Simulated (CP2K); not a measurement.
Two runs for the C K edge of 2-aminofuran. Run A: CP2K XAS_TDP, all-electron GAPW, PBEh(45%), aug-cc-pVDZ, TDA, no relativity. Run B differs in one setting.

First lines with a strength over 0.0015. A:

| atom | energy (eV) | states | strength, one atom |
| --- | --- | --- | --- |
| C2 (bonded to C, N and O) | 284.01 | 1 | 0.0644 |
|  | 286.50 | 1 | 0.0017 |
|  | 287.32 | 1 | 0.0131 |
|  | 287.70 | 1 | 0.0021 |
|  | 288.02 | 1 | 0.0222 |
| C3 (bonded to 2 C and H) | 282.67 | 1 | 0.0373 |
|  | 283.72 | 1 | 0.0063 |
|  | 284.00 | 1 | 0.0095 |
|  | 284.39 | 1 | 0.0043 |
|  | 284.77 | 1 | 0.0022 |
| C4 (bonded to 2 C and H) | 282.03 | 1 | 0.0502 |
|  | 284.16 | 1 | 0.0090 |
|  | 284.66 | 1 | 0.0018 |
|  | 285.00 | 1 | 0.0049 |
|  | 285.93 | 1 | 0.0048 |
| C5 (bonded to C, O and H) | 282.93 | 1 | 0.0507 |
|  | 285.24 | 1 | 0.0161 |
|  | 285.67 | 1 | 0.0079 |
|  | 286.25 | 1 | 0.0029 |
|  | 286.42 | 1 | 0.0111 |

B:

| atom | energy (eV) | states | strength, one atom |
| --- | --- | --- | --- |
| C2 (bonded to C, N and O) | 289.70 | 1 | 0.0631 |
|  | 292.18 | 1 | 0.0017 |
|  | 293.00 | 1 | 0.0128 |
|  | 293.39 | 1 | 0.0021 |
|  | 293.71 | 1 | 0.0218 |
| C3 (bonded to 2 C and H) | 288.43 | 1 | 0.0366 |
|  | 289.49 | 1 | 0.0062 |
|  | 289.77 | 1 | 0.0093 |
|  | 290.16 | 1 | 0.0042 |
|  | 290.54 | 1 | 0.0022 |
| C4 (bonded to 2 C and H) | 288.01 | 1 | 0.0491 |
|  | 290.13 | 1 | 0.0088 |
|  | 290.64 | 1 | 0.0017 |
|  | 290.97 | 1 | 0.0048 |
|  | 291.90 | 1 | 0.0047 |
| C5 (bonded to C, O and H) | 288.69 | 1 | 0.0496 |
|  | 291.00 | 1 | 0.0158 |
|  | 291.43 | 1 | 0.0077 |
|  | 292.00 | 1 | 0.0028 |
|  | 292.18 | 1 | 0.0109 |

Which was it: the functional, the basis, GW2X switched on, scalar relativity switched on?

GW2X switched on. GW2X shifts an atom's lines together and keeps their spacings. Against PBEh(45%) in aug-cc-pVDZ, the leading lines move by +5.69 eV (C2, to 289.70), +5.76 eV (C3, to 288.43), +5.98 eV (C4, to 288.01) and +5.76 eV (C5, to 288.69).

[Hosts, paths, dates, database ids (printed as entryN), source tags and the programs' standing remarks are cut or masked in the printed files.]
